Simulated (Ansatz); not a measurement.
**G0W0 on several functionals: Ta2O5 (Pmmn)**

One-shot GW is not self-consistent; how far does the start matter for Ta2O5 (Pmmn)?

Method: G0W0 on several functionals, plane waves, PAW, in Ansatz 0.2.0.

In doubt: masses and optical values from hybrid runs of this build are listed as unsure (step 4), which bears on the screening that GW takes from such a start.

## Step 1: The starting structure

It takes space group Pmmn (No. 59, orthorhombic). The conventional cell has a = 3.841 Å, b = 13.037 Å, c = 3.874 Å, α = 90.00°, β = 90.00°, γ = 90.00°. Ta has 6 O at 1.88 to 2.21 Å nearest. Nearest to O lie 3 Ta at 1.99 to 2.21 Å. Nearest to O lie 2 Ta at 1.88 to 2.00 Å. Nearest to O lie 2 Ta at 1.90 Å. Farther neighbours and most contacts between anions are not listed.

The cell and positions are those that the Materials Project relaxed with its own functionals (PBE, PBE+U or r2SCAN), kept fixed. Spin-orbit coupling is left out unless a step names it.

## Step 2: G0W0 on LDA

Now the one-shot GW correction: screening in the RPA, then the self-energy of the levels asked for. This step takes PAW set soft_1 files.

This step: G0W0 on LDA, plane waves, PAW; PAW set soft_1.

File input.yaml:

```yaml
crystal:
  lattice:
    - [3.84085413, 0.0, 0.0]
    - [0.0, 13.0373230544, 0.0]
    - [0.0, 0.0, 3.8741645114]
  atoms:
    - { symbol: Ta, position: [0.0, 0.14579693, 0.02271197] }
    - { symbol: Ta, position: [0.5, 0.35420307, 0.97728803] }
    - { symbol: Ta, position: [0.5, 0.64579693, 0.97728803] }
    - { symbol: Ta, position: [0.0, 0.85420307, 0.02271197] }
    - { symbol: O, position: [0.5, 0.18522554, 0.00205837] }
    - { symbol: O, position: [0.0, 0.31477446, 0.99794163] }
    - { symbol: O, position: [0.0, 0.68522554, 0.99794163] }
    - { symbol: O, position: [0.5, 0.81477446, 0.00205837] }
    - { symbol: O, position: [0.0, 0.85107074, 0.50764741] }
    - { symbol: O, position: [0.5, 0.64892926, 0.49235259] }
    - { symbol: O, position: [0.5, 0.35107074, 0.49235259] }
    - { symbol: O, position: [0.5, 0.5, 0.99500122] }
    - { symbol: O, position: [0.0, 0.0, 0.00499878] }
    - { symbol: O, position: [0.0, 0.14892926, 0.50764741] }
kpoints:
  mp_grid: { grid: [4, 2, 4] }
hamiltonian:
  xc: lda
  pseudopotentials: { kind: paw, azcp: { folder: soft_1 }, xc_functional: pbe }
scf:
  occupations: { method: fixed }
gw:
  n_empty_bands: 440
  ecut_chi: 100
  qp_bands: [v4, c4]
  qp_kpoints: band_edges
  screening: { model: contour_deformation }
```

Started as:

```sh
$ ansatz run input.yaml --threads 2 --pin off --max-ram 92160MiB --backend cuda --events-out ev --progress --plain --runs-dir out --devices 1 --max-vram 13GiB
```

Numbers of over 12 decimals in the logs are rounded to 6 here.

The program printed:

```text
GPUs: using 1 of 1 available (devices: 1).
Engine: ansatz 0.2.0, x86_64-unknown-linux-gnu
Pseudopotentials: kind: paw
Pseudopotential: Ta, paw, valence charge 13, recommended cutoff 420 eV (normal), soft_1/Ta.paw.azcp
Pseudopotential: O, paw, valence charge 6, recommended cutoff 420 eV (normal), soft_1/O.paw.azcp
Functional definition: SPW92
  exchange = slater_x
  correlation = pw_c
device memory: the entry about to start is reckoned to put 2.3 GiB on a device that reports 42.2 GiB free (of which the cap on the GPU budget leaves the run 13.0 GiB)
GPU FFT provider: cuFFT
GPU libraries: cuBLAS 13.8.2, cuFFT 12.4.0, cuSOLVER 12.3.4
Crystal: 14 atoms, lattice volume = 193.997 Å³
Basis set: ecut = 420 eV, 3823 PW (Γ)
Bands: 70, of which v1, the nominal top of the filled ones, is band 56 counted from 1 (55 counted from 0)
Symmetry: 8 space group operations
Space group: Pmmn (ITA 59), of the structure as read, at distance tolerance 5.8e-5 Å
k-points: 18 of 32
Non-local potential: Ta, projectors of the file, l = 0: 3, l = 1: 2, l = 2: 2, l = 3: 1
Non-local potential: O, projectors of the file, l = 0: 2, l = 1: 2, l = 2: 1
PAW form: soft (Blöchl's): semilocal exchange-correlation on the pseudo side does not see the compensation charge
PAW frozen core: Ta, regenerated for the run's functional, and the local potential with it (the file was generated under x = pbe(κ = 0.804, μ = 0.219515), c = pbe(β = 0.066725))
PAW frozen core: O, regenerated for the run's functional, and the local potential with it (the file was generated under x = pbe(κ = 0.804, μ = 0.219515), c = pbe(β = 0.066725))
PAW one-centre angular grid: Ta, 590 points (default); XC on 64 Gauss nodes
PAW one-centre angular grid: O, 110 points (default); XC on 64 Gauss nodes
Initial density: superposition of atomic densities (chi_scale 0.1, normalization cell, long waves kept (reshape's long-wave potential 0.02 eV rms))
Initial wavefunctions: pseudopotential atomic-orbital guess
GPU buffer pool allocated for 65610 grid points (all kernels)
GPU transforms: local potential and band sums: pruned to the plane-wave sphere, on 25×90×25
Functional: x = slater, c = lda
SCF iter   1: F=—  HF=-44302.657111 eV  |F-HF|=—  |Δ(HF+E_count)|=         —  Δρ=6.30e-2  dr2=6.81e0  ethr=3.10e-3  ⟨swp⟩=3.9  Hψ=4050  notcnv=0  defer=174
preconditioner: auto → Resta (q_TF=auto, 2.490 Å⁻¹)  ε∞=5.2  [insulator: Δε(μ)=2.668 eV  Ē_g=11.649 eV  n_scr=50 (ndim 8)  ℏωp=23.8 eV  f_vac=0.086  ε∞_Penn≈5.2]
SCF iter   2: F=—  HF=-44301.386032 eV  |F-HF|=—  |Δ(HF+E_count)|=    1.27e0  Δρ=3.36e-2  dr2=1.50e0  ethr=3.10e-3  ⟨swp⟩=2.0  Hψ=2119  notcnv=0  defer=190
SCF iter   3: F=—  HF=-44301.064765 eV  |F-HF|=—  |Δ(HF+E_count)|=   3.21e-1  Δρ=1.49e-2  dr2=5.04e-1  ethr=1.34e-3  ⟨swp⟩=2.0  Hψ=1663  notcnv=0  defer=214
SCF iter   4: F=—  HF=-44300.937273 eV  |F-HF|=—  |Δ(HF+E_count)|=   1.27e-1  Δρ=4.01e-3  dr2=3.89e-2  ethr=4.50e-4  ⟨swp⟩=2.1  Hψ=1890  notcnv=0  defer=215
SCF iter   5: F=—  HF=-44300.939154 eV  |F-HF|=—  |Δ(HF+E_count)|=   1.88e-3  Δρ=3.32e-3  dr2=2.03e-2  ethr=3.47e-5  ⟨swp⟩=2.0  Hψ=1994  notcnv=0  defer=216
SCF iter   6: F=—  HF=-44300.937462 eV  |F-HF|=—  |Δ(HF+E_count)|=   1.69e-3  Δρ=6.25e-4  dr2=1.21e-3  ethr=1.81e-5  ⟨swp⟩=2.0  Hψ=1832  notcnv=0  defer=216
SCF iter   7: F=—  HF=-44300.938386 eV  |F-HF|=—  |Δ(HF+E_count)|=   9.25e-4  Δρ=1.66e-4  dr2=5.56e-5  ethr=1.08e-6  ⟨swp⟩=2.0  Hψ=1574  notcnv=0  defer=179
SCF iter   8: F=—  HF=-44300.938454 eV  |F-HF|=—  |Δ(HF+E_count)|=   6.82e-5  Δρ=1.91e-4  dr2=5.87e-5  ethr=4.96e-8  ⟨swp⟩=2.1  Hψ=1831  notcnv=0  defer=152
SCF iter   9: F=—  HF=-44300.938448 eV  |F-HF|=—  |Δ(HF+E_count)|=   6.88e-6  Δρ=3.09e-5  dr2=1.98e-6  ethr=4.96e-8  ⟨swp⟩=2.0  Hψ=1789  notcnv=0  defer=152
SCF iter  10: F=-44300.938448 eV  HF=-44300.938448 eV  |F-HF|=1.70e-8  |Δ(HF+E_count)|=   8.84e-7  Δρ=4.60e-6  dr2=5.71e-8  ethr=8.93e-11  ⟨swp⟩=10.1  Hψ=4890  notcnv=0
SCF 1 converged in 10 iterations: F = -44300.938448 eV  dr2 = 5.71e-8
  greatest PAW one-centre occupation: 0.999 electrons in one spin orbital (limit 2), on the Ta atom at site 1 (counted from 0), in its partial waves of l = 0
device memory: the entry about to start is reckoned to put 2.8 GiB (of the 2.9 GiB reckoned in all, the device holds 0.1 GiB already) on a device that reports 41.2 GiB free (of which the cap on the GPU budget leaves the run 12.9 GiB)
NSCF: frozen V_eff on 18 k-points
the band table was solved once the SCF had ended and its energy, with any forces and stress, was formed, with the checks that follow a solve (4791 applications of the Hamiltonian). They found nothing against the state; the energy, forces and stress were not computed again (output.eigenvalues in the input reference)
device memory: the entry about to start is reckoned to put 3.8 GiB on a device that reports 41.4 GiB free (of which the cap on the GPU budget leaves the run 13.0 GiB)
NSCF: frozen V_eff on 18 k-points
[...]
--- Per-component energies (eV) ---
  E_band       = -1140.220221
  E_kinetic    = 3216.876620
  E_local      = -8838.125654  (includes V_loc(G=0)·N_el)
  E_nonlocal   = 529.128098
  E_hartree    = 3326.234613
  E_xc         = -1964.111610
  E_vxc        = -1823.446659  (∫ρ·V_xc dr)
  E_paw        = -33751.141980  (= ΣΔE_a)
  E_vpaw       = -877.128655  (= ΣTr[D̂ρ^β])
  E_aug_tail   = 0.008456  (compensation charges beyond the density's cutoff)
  E_ewald      = -6821.812195
  E_core_change = 2.005203  (= ΣΔE_core)
  E_smearing   = -0.000000  (= −TS)
  E_closure    = 0.000000  (closes the sum)
  Σ components = -44300.938448   (vs F -44300.938448, Δ=0.00e0)
--- Band table (eV; the first three rows and the last of 18) ---
  k-point 0: bands = [... 52 lower, 5.7607, 5.8359, 5.9144, 5.9810, 8.8096, 8.8366, 9.2338, 9.2645, ... 10 higher]
  k-point 1: bands = [... 52 lower, 5.2041, 5.4362, 5.9453, 6.1205, 10.2892, 10.4754, 10.5219, 10.6327, ... 10 higher]
  k-point 2: bands = [... 52 lower, 4.9566, 5.2839, 6.2895, 6.3018, 10.6478, 10.8175, 11.9810, 12.0486, ... 10 higher]
  k-point 17: bands = [... 52 lower, 6.4857, 6.4857, 6.5959, 6.5959, 9.7562, 9.7562, 11.5351, 11.5351, ... 10 higher]
--- G₀W₀: contour deformation, 6 samples at zero and on the imaginary axis and 2 off it, 32 q-points, 440 empty bands' worth ---
  eigenvalues of the whole cell's RPA ε∞ on this k-mesh (on a slab, of 1 + 4πα/V) = 4.6364, 4.8758, 7.0687; static W/v taken at q = 0 is 0.169942
  band pass: the eigensolver left bands unlocked in 1 slot; of largest residual, k=14: 1 band unlocked, the lowest band 500 (counted from 1), max residual 2.29e-4 eV over all its bands; `*` marks the rows of those k-points, and any row can be off: every row's sums read bands of every k-point
  gw.qp_kpoints: band_edges: 13 of 18 stored k-points solved, in 1 pass; an edge of the gap read off the rows below is read off those points alone
    valence top: of the k-points left out ik 16 came nearest to being solved in a further pass, in band 53 (counted from 1, as in the quasiparticle table): it holds the edge there only if its correction is more favourable than any solved in that band by at least 0.551 eV; those differ by 0.139 eV
    conduction bottom: of the k-points left out ik 7 came nearest to being solved in a further pass, in band 57 (counted from 1, as in the quasiparticle table): it holds the edge there only if its correction is more favourable than any solved in that band by at least 0.870 eV; those differ by 0.117 eV
    ik  band        ε_KS         Σx   Σc(E_QP)       V_xc       Z   E_QP_lin       E_QP  E_QP is
     0    53      5.7607   -24.9214     4.4800   -20.1598  0.7247     5.4775     5.4791  root
     0    54      5.8359   -27.1450     4.7098   -22.1617  0.7413     5.5610     5.5623  root
     0    55      5.9144   -25.3083     4.4385   -20.6197  0.7288     5.6631     5.6643  root
     0    56      5.9810   -27.7621     4.7715   -22.7263  0.7456     5.7155     5.7166  root
     0    57      8.8096   -13.0774    -4.4834   -18.7842  0.7959    10.0536    10.0330  root
     0    58      8.8366   -13.1978    -4.3987   -18.8154  0.7953    10.0757    10.0555  root
     0    59      9.2338   -13.3730    -4.6864   -19.3263  0.7910    10.5251    10.5007  root
     0    60      9.2645   -13.4236    -4.6355   -19.3252  0.7906    10.5545    10.5305  root
     1    53      5.2041   -25.2589     4.8013   -20.1464  0.7229     4.8909     4.8929  root
     1    54      5.4362   -25.2180     4.7885   -20.1168  0.7247     5.1216     5.1236  root
     1    55      5.9453   -25.4717     4.7788   -20.3968  0.7267     5.6475     5.6492  root
     1    56      6.1205   -25.7075     4.7159   -20.7193  0.7278     5.8469     5.8482  root
     1    57     10.2892   -14.0536    -4.6686   -20.0048  0.7743    11.6011    11.5717  root
     1    58     10.4754   -14.0434    -4.8025   -20.1421  0.7726    11.8039    11.7715  root
     1    59     10.5219   -14.7400    -4.3996   -20.4332  0.7690    11.8450    11.8156  root
     1    60     10.6327   -14.2391    -4.4817   -20.0033  0.7721    11.9446    11.9152  root
     2    53      4.9566   -25.2288     5.0340   -19.8420  0.7207     4.6010     4.6038  root
     2    54      5.2839   -24.9272     4.8166   -19.7703  0.7246     4.9410     4.9434  root
     2    55      6.2895   -25.9556     4.7106   -20.9922  0.7296     6.0356     6.0367  root
     2    56      6.3018   -25.9459     4.7841   -20.9025  0.7300     6.0414     6.0426  root
     2    57     10.6478   -13.6233    -5.2081   -20.1563  0.7706    12.0109    11.9727  root
     2    58     10.8175   -14.2245    -4.8935   -20.4309  0.7675    12.1659    12.1304  root
     2    59     11.9810   -15.5061    -5.0266   -21.9138  0.7397    13.4122    13.3621  root
     2    60     12.0486   -15.0563    -4.9982   -21.4150  0.7431    13.4597    13.4091  root
[...]
14    53      6.5026   -26.2240     4.7957   -21.2148  0.7314     6.2884     6.2891  root *
    14    54      6.5026   -26.2240     4.7957   -21.2148  0.7314     6.2884     6.2891  root *
    14    55      6.5858   -26.2952     4.7939   -21.2925  0.7317     6.3762     6.3770  root *
    14    56      6.5858   -26.2952     4.7939   -21.2925  0.7317     6.3762     6.3770  root *
    14    57      9.8668   -13.9760    -4.7812   -20.0942  0.7797    11.2350    11.2038  root *
    14    58      9.8668   -13.9760    -4.7812   -20.0942  0.7797    11.2350    11.2038  root *
    14    59     11.4608   -14.8426    -5.2892   -21.5665  0.7526    12.9424    12.8955  root *
    14    60     11.4608   -14.8426    -5.2892   -21.5665  0.7526    12.9424    12.8955  root *
[...]
17    53      6.4857   -26.1627     4.7964   -21.1484  0.7316     6.2670     6.2678  root
    17    54      6.4857   -26.1627     4.7964   -21.1484  0.7316     6.2670     6.2678  root
    17    55      6.5959   -26.3274     4.7926   -21.3288  0.7317     6.3892     6.3899  root
    17    56      6.5959   -26.3274     4.7926   -21.3288  0.7317     6.3892     6.3899  root
    17    57      9.7562   -13.6200    -4.8571   -19.8157  0.7831    11.1253    11.0947  root
    17    58      9.7562   -13.6200    -4.8571   -19.8157  0.7831    11.1253    11.0947  root
    17    59     11.5351   -15.0101    -5.3026   -21.7465  0.7493    13.0168    12.9689  root
    17    60     11.5351   -15.0101    -5.3026   -21.7465  0.7493    13.0168    12.9689  root
[key lines of the parts left out:]
SCF converged after 10 iterations
Free energy (F): -44300.938448 eV
Fermi energy:    6.595912 eV
```

Wall time 42 s (1 × NVIDIA H100 80GB HBM3 (shared by 6 runs) with 2 threads of AMD EPYC 7R13 (Zen 3), shared host); peak memory 2.3 GiB; 65 s of CPU time.

The column dr2 measures how far the density is from self-consistency, as an energy; F and HF (Harris–Foulkes) agree once it is small.

Numbers from this step:

```
bands summed                                 : 496
RPA ε∞ on this mesh (eigenvalues)            : 4.636, 4.876, 7.069
plane waves in the screening matrix          : 433
q-points in the mesh                         : 32
G0W0 gap on the mesh                         : 3.643 eV
k of the valence top                         : -0.5, -0.5, -0.5
k of the conduction bottom                   : 0, 0, 0
starting gap on the mesh                     : 2.214 eV
Z at the valence top                         : 0.7317
Z at the conduction bottom                   : 0.7959
least direct G0W0 gap on the computed points : 4.316 eV
```

The gap on the mesh goes from 2.21 eV to 3.64 eV, a correction of +1.43 eV. Between the two edge states, bare exchange in place of the xc potential would open the gap by 10.71 eV, and correlation takes back 9.28 eV.

## Step 3: G0W0 on r2SCAN

One-shot GW remembers its start. Another functional's orbitals and levels show by how much.

This step: G0W0 on r2SCAN, plane waves, PAW; PAW set soft_1.

input.yaml, as its differences from that of step 2:

```diff
@@ -23,4 +23,4 @@
 hamiltonian:
-  xc: lda
-  pseudopotentials: { kind: paw, azcp: { folder: soft_1 }, xc_functional: pbe }
+  xc: r2scan
+  pseudopotentials: { kind: paw, azcp: { folder: soft_1 } }
 scf:
```

The program printed:

```text
GPUs: using 1 of 1 available (devices: 1).
[...]
GPU FFT provider: cuFFT
GPU libraries: cuBLAS 13.8.2, cuFFT 12.4.0, cuSOLVER 12.3.4
Crystal: 14 atoms, lattice volume = 193.997 Å³
Basis set: ecut = 500 eV, 4871 PW (Γ), exchange–correlation on 120×384×120 points (64 copies of the dense FFT grid, shifted against one another)
Bands: 70, of which v1, the nominal top of the filled ones, is band 56 counted from 1 (55 counted from 0)
Symmetry: 8 space group operations
[...]
k-points: 18 of 32
[...]
GPU buffer pool allocated for 86400 grid points (all kernels)
[...]
SCF iter   1: F=—  HF=-45484.583556 eV  |F-HF|=—  |Δ(HF+E_count)|=         —  Δρ=7.79e-2  dr2=1.10e1  dr2_τ=1.86e0  ethr=3.10e-3  ⟨swp⟩=4.2  Hψ=4041  notcnv=0  defer=188
[...]
SCF iter  11: F=-45483.712907 eV  HF=-45483.712907 eV  |F-HF|=1.79e-9  |Δ(HF+E_count)|=   2.18e-8  Δρ=1.05e-6  dr2=2.70e-9  dr2_τ=9.89e-11  ethr=8.93e-11  ⟨swp⟩=10.4  Hψ=4150  notcnv=0
SCF 1 converged in 11 iterations: F = -45483.712907 eV  dr2 = 2.70e-9
[...]
NSCF: frozen V_eff on 18 k-points
[...]
G₀W₀ screening: q 1/18
[... further progress lines ...]
SCF converged after 11 iterations
Free energy (F): -45483.712907 eV
[...]
Internal energy: -45483.712907 eV  (E = F + TS)
E sigma→0 (E₀):  -45483.712907 eV
Fermi energy:    6.574667 eV
[...]
--- Band table (eV; the first three rows and the last of 18) ---
  k-point 0: bands = [... 52 lower, 5.7613, 5.7963, 5.9087, 5.9173, 9.3712, 9.3932, 9.7816, 9.8090, ... 10 higher]
  k-point 1: bands = [... 52 lower, 5.1819, 5.4094, 5.9279, 6.1044, 10.8235, 11.0197, 11.0315, 11.1529, ... 10 higher]
  k-point 2: bands = [... 52 lower, 4.9184, 5.2665, 6.2766, 6.2824, 11.2121, 11.3842, 12.4950, 12.5680, ... 10 higher]
  k-point 17: bands = [... 52 lower, 6.4639, 6.4639, 6.5747, 6.5747, 10.2884, 10.2884, 12.0597, 12.0597, ... 10 higher]
[...]
0    53      5.7613   -25.1215     4.4299   -20.5136  0.7409     5.5828     5.5833  root
     0    54      5.7963   -26.6765     4.5876   -21.9367  0.7517     5.6437     5.6441  root
     0    55      5.9087   -25.4783     4.3937   -20.9468  0.7446     5.7706     5.7709  root
     0    56      5.9173   -27.8274     4.6347   -23.0710  0.7612     5.7954     5.7957  root
     0    57      9.3712   -13.1649    -4.3816   -18.4256  0.8069    10.2590    10.2504  root
     0    58      9.3932   -13.2481    -4.3163   -18.4485  0.8066    10.2861    10.2774  root
     0    59      9.7816   -13.4701    -4.5626   -18.9666  0.8022    10.7261    10.7154  root
     0    60      9.8090   -13.5072    -4.5213   -18.9672  0.8021    10.7584    10.7477  root
[...]
17    57     10.2884   -13.7079    -4.7067   -19.4495  0.7954    11.3381    11.3233  root
    17    58     10.2884   -13.7079    -4.7067   -19.4495  0.7954    11.3381    11.3233  root
    17    59     12.0597   -15.0846    -5.1044   -21.3977  0.7659    13.2965    13.2685  root
    17    60     12.0597   -15.0846    -5.1044   -21.3977  0.7659    13.2965    13.2685  root
```

Elapsed: 61 s, on 1 × NVIDIA H100 80GB HBM3 (shared by 6 runs) with 2 threads; peak memory 2.6 GiB; 86 s of CPU time.

Numbers from this step:

* bands summed: 496
* RPA ε∞ on this mesh (eigenvalues): 4.079, 4.197, 5.822
* plane waves in the screening matrix: 433
* q-points in the mesh: 32
* G0W0 gap on the mesh: 3.745 eV
* k of the valence top: -0.5, -0.5, -0.5
* k of the conduction bottom: 0, 0, 0
* starting gap on the mesh: 2.797 eV
* Z at the valence top: 0.7478
* Z at the conduction bottom: 0.8069
* least direct G0W0 gap on the computed points: 4.455 eV

Against the run with 4×2×4 mesh, 440 empty bands, screening to 100 eV, PAW set soft_1 files on LDA, the gap moves by +0.10 eV, while the start moved by +0.58 eV.

## Step 4: G0W0 on HSE06

This step: G0W0 on HSE06, plane waves, PAW; PAW set soft_1.

input.yaml, as its differences from that of step 3:

```diff
@@ -23,3 +23,3 @@
 hamiltonian:
-  xc: r2scan
+  xc: hse06
   pseudopotentials: { kind: paw, azcp: { folder: soft_1 } }
```

The program printed:

```text
GPUs: using 1 of 1 available (devices: 1).
[...]
davidson cushion auto → on  (no smearing: the cushion is to keep the highest requested band from converging to the state above it; pin scf.eigensolver.cushion to override)
[...]
GPU FFT provider: cuFFT
GPU libraries: cuBLAS 13.8.2, cuFFT 12.4.0, cuSOLVER 12.3.4
Crystal: 14 atoms, lattice volume = 193.997 Å³
Basis set: ecut = 420 eV, 3823 PW (Γ)
[...]
0    59     10.1311   -13.0000    -4.3687   -18.0488  0.8244    10.8153    10.8112  root
     0    60     10.1567   -13.0309    -4.3325   -18.0499  0.8243    10.8474    10.8433  root
[...]
17    57     10.7203   -13.2063    -4.4760   -18.4002  0.8185    11.4434    11.4383  root
    17    58     10.7203   -13.2063    -4.4760   -18.4002  0.8185    11.4434    11.4383  root
    17    59     12.6326   -14.6501    -4.7864   -20.2732  0.7931    13.4787    13.4694  root
    17    60     12.6326   -14.6501    -4.7864   -20.2732  0.7931    13.4787    13.4694  root
[key lines of the parts left out:]
Free energy (F): -45422.617320 eV
Fermi energy:    5.894229 eV
```

Elapsed: 2.6 min, on 1 × NVIDIA H100 80GB HBM3 (shared by 6 runs) with 2 threads; peak memory 3 GiB; 3.1 min of CPU time.

This step gave:

* bands summed: 496
* RPA ε∞ on this mesh (eigenvalues): 3.588, 3.616, 4.778
* plane waves in the screening matrix: 433
* G0W0 gap on the mesh: 4.120 eV
* k of the valence top: -0.5, -0.5, -0.5
* k of the conduction bottom: 0, 0, 0
* starting gap on the mesh: 3.781 eV
* least direct G0W0 gap on the computed points: 4.851 eV

Against the run with 4×2×4 mesh, 440 empty bands, screening to 100 eV, PAW set soft_1 files on r2SCAN, the gap moves by +0.37 eV, while the start moved by +0.98 eV.

(Continued in part 2 of 2.)

[Paths, hosts, dates, memory and timing lines, banners, echoed tables and standing remarks are left out of the program output.]

[Logs are printed without paths, hosts, clocks, repeated set-up lines and the standing remarks that a program may print on its own settings, such as how far it seeks lower states.]

[Runs of the session that timed out or met a known fault of the program may be left out.]

[Cells called generated may have been cut or substituted from an entry of the Crystallography Open Database or the Materials Project.]

[Hosts, paths, dates, database ids (printed as entryN), source tags and the programs' standing remarks are cut or masked in the printed files.]
